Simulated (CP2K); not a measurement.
Two runs for the C K edge of N-methylacetamide. Run A: CP2K XAS_TDP, all-electron GAPW, PBEh(45%), aug-cc-pVDZ, TDA, no relativity. Run B differs in one setting.

First lines with a strength over 0.0015. A:

```tsv
atom	energy (eV)	states	strength, one atom
C1 (bonded to N and 3 H)	284.41	1	0.0106
	285.14	1	0.0077
	285.38	1	0.0123
	285.56	1	0.0115
	285.80	1	0.0102
C3 (bonded to C, N and O)	283.32	1	0.0746
	287.79	1	0.0016
	288.46	1	0.0067
	289.17	1	0.0040
	289.26	1	0.0027
C4 (bonded to C and 3 H)	283.78	1	0.0071
	283.89	1	0.0047
	284.60	1	0.0174
	285.10	1	0.0077
	285.21	1	0.0102
```

B:

```tsv
atom	energy (eV)	states	strength, one atom
C1 (bonded to N and 3 H)	286.26	1	0.0111
	287.46	1	0.0216
	287.58	1	0.0036
	287.91	1	0.0189
	288.17	1	0.0020
C3 (bonded to C, N and O)	285.31	1	0.0785
	290.06	1	0.0022
	290.71	1	0.0082
	291.45	1	0.0042
	291.54	1	0.0029
C4 (bonded to C and 3 H)	285.84	1	0.0096
	286.16	1	0.0087
	286.69	1	0.0230
	287.23	1	0.0095
	287.46	1	0.0059
```

Question: Which was it: the basis, the functional, GW2X switched on, scalar relativity switched on?

The functional (functional from PBEh(45%) to BHandHLYP; the lines alone don't name the new value). A functional moves all lines by electronvolts and changes their spacings and strengths. Against PBEh(45%) in aug-cc-pVDZ, the leading lines move by +1.85 eV (C1, to 286.26), +1.99 eV (C3, to 285.31) and +2.06 eV (C4, to 285.84); the strength of C1's goes from 0.0106 to 0.0111. The next line of C1 over the strength cut lies 1.20 eV higher, against 0.73.

[Banner, clock and machine lines of the logs are left out without a mark of their own.]

[Logs are printed without paths, hosts, clocks, repeated set-up lines and the standing remarks that a program may print on its own settings, such as how far it seeks lower states.]

[Hosts, paths, dates, database ids (printed as entryN), source tags and the programs' standing remarks are cut or masked in the printed files.]
